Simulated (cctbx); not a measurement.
## X-rays or neutrons for the lightest atoms?

Cell a = 11.5010 Å, b = 11.5010 Å, c = 11.5010 Å, α = 90.00°, β = 90.00°, γ = 90.00°; space group Fm-3m (no. 225); content Au4 Cs8 I24 Li4. The heavier atoms are placed; Li is still missing.

Simulated single-crystal data (cctbx): Mo Kα, λ = 0.71073 Å, to d = 0.6 Å, 50 % of the full sphere, strongest reflection 20000 counts, noise from counting, a 6 % proportional error and a noise floor of 2 counts (s.d.); no absorption.

Refinement without Li (map in e/Å³):

```text
Rint 0.054, 232 unique reflections to 0.60 A
cycle     R1     wR2    GooF  max shift (A)
   1  0.2162  0.4545  19.541   0.00186
   2  0.0152  0.0404   1.737   0.00000
final R1 0.0152 wR2 0.0404 GooF 1.737  parameters 4  data/parameter 58.0
atom        x        y        z      Ueq    occ   su(xyz)  su(Uiso or U11)
Au1    0.00000  0.00000  0.00000   0.0036  1.000  0.00000  0.0001
Cs1    0.25000  0.75000  0.75000   0.0037  1.000  0.00000  0.0001
I1     0.00000  0.00000  0.73044   0.0033  1.000  0.00003  0.0001
difference map: max 11.53 min -3.02 rms 0.26
Q1    0.0000  0.0000  0.5000    4   11.53  2.65 A from I1
Q2    0.0000  0.0000  0.2736   24    0.94  0.05 A from I1
Q3    0.0000  0.0000  0.0000    4    0.91  0.00 A from Au1
Q4    0.0000  0.0487  0.4513   48    0.78  2.16 A from I1
Q5    0.0276  0.0276  0.2122   96    0.70  0.80 A from I1
Q6    0.2060  0.2060  0.2060   32    0.69  0.88 A from Cs1
Q7    0.2182  0.2182  0.2818   32    0.61  0.63 A from Cs1
Q8    0.1280  0.2219  0.2219   96    0.58  1.48 A from Cs1
```

The data are simulated with cctbx, not measured: neutrons of λ = 0.84 Å, to d = 0.7 Å, 50 % of the full sphere, strongest reflection 5000 counts, noise from counting, a 6 % proportional error and a noise floor of 2 counts (s.d.); no absorption.

Refinement without Li (map in fm/Å³; only maxima are listed):

```text
Rint 0.054, 155 unique reflections to 0.70 A
cycle     R1     wR2    GooF  max shift (A)
   1  0.2048  0.4681  19.255   0.01904
   2  0.1043  0.2834  11.657   0.00000
final R1 0.1043 wR2 0.2834 GooF 11.657  parameters 4  data/parameter 38.8
atom        x        y        z      Ueq    occ   su(xyz)  su(Uiso or U11)
Au1    0.00000  0.00000  0.00000   0.0024  1.000  0.00000  0.0013
Cs1    0.25000  0.75000  0.75000   0.0013  1.000  0.00000  0.0013
I1     0.00000  0.00000  0.73066   0.0021  1.000  0.00030  0.0012
difference map: max 3.98 min -19.41 rms 0.32
Q1    0.0000  0.0000  0.0000    4    3.98  0.00 A from Au1
Q2    0.0000  0.0000  0.2726   24    3.01  0.04 A from I1
Q3    0.0000  0.0000  0.4407   24    1.66  1.97 A from I1
Q4    0.0324  0.0324  0.4676   32    1.31  2.34 A from I1
Q5    0.2500  0.2500  0.2500    8    0.87  0.00 A from Cs1
Q6    0.0000  0.0837  0.4163   48    0.41  1.95 A from I1
Q7    0.0464  0.0464  0.4013   96    0.39  1.70 A from I1
Q8    0.0470  0.0470  0.3341   96    0.32  1.07 A from I1
```

**Question.** Where is Li, and which data fix it better?

Li sits at (1/2, 0, 0). Adding it takes R1 from 0.015 to 0.011 with X-rays and from 0.104 to 0.011 with neutrons. Symmetry fixes its coordinates; the s.u. of its U is 0.0025 Å² with X-rays and 0.0003 Å² with neutrons. In the X-ray map Q1 marks it. No listed neutron peak is on it. Natural Li has a negative scattering length, so it shows as a hole in the neutron map (minimum -19.4), not among the maxima.

Final neutron refinement:

```text
Rint 0.054, 155 unique reflections to 0.70 A
cycle     R1     wR2    GooF  max shift (A)
   1  0.1674  0.3596  14.841   0.01674
   2  0.0106  0.0248   1.025   0.00000
final R1 0.0106 wR2 0.0248 GooF 1.025  parameters 5  data/parameter 31.0
atom        x        y        z      Ueq    occ   su(xyz)  su(Uiso or U11)
Au1    0.00000  0.00000  0.00000   0.0036  1.000  0.00000  0.0001
Cs1    0.25000  0.75000  0.75000   0.0036  1.000  0.00000  0.0001
I1     0.00000  0.00000  0.73046   0.0033  1.000  0.00002  0.0001
Li1    0.50000  0.00000  0.00000   0.0095  1.000  0.00000  0.0003
difference map: max 0.12 min -0.44 rms 0.03
Q1    0.0843  0.0843  0.2785   96    0.12  1.37 A from I1
Q2    0.0000  0.1125  0.1125   48    0.10  1.83 A from Au1
Q3    0.1259  0.1259  0.1259   32    0.10  2.47 A from Cs1
Q4    0.2099  0.2099  0.2901   32    0.10  0.80 A from Cs1
Q5    0.1467  0.1467  0.2720   96    0.09  1.70 A from Cs1
Q6    0.0000  0.0000  0.4228   24    0.08  0.89 A from Li1
```

This is a model crystal, built by substitution and not relaxed, with assumed displacement parameters.

[Middle refinement cycles are left out of these outputs.]

[Logs are printed without paths, hosts, clocks, repeated set-up lines and the standing remarks that a program may print on its own settings, such as how far it seeks lower states.]
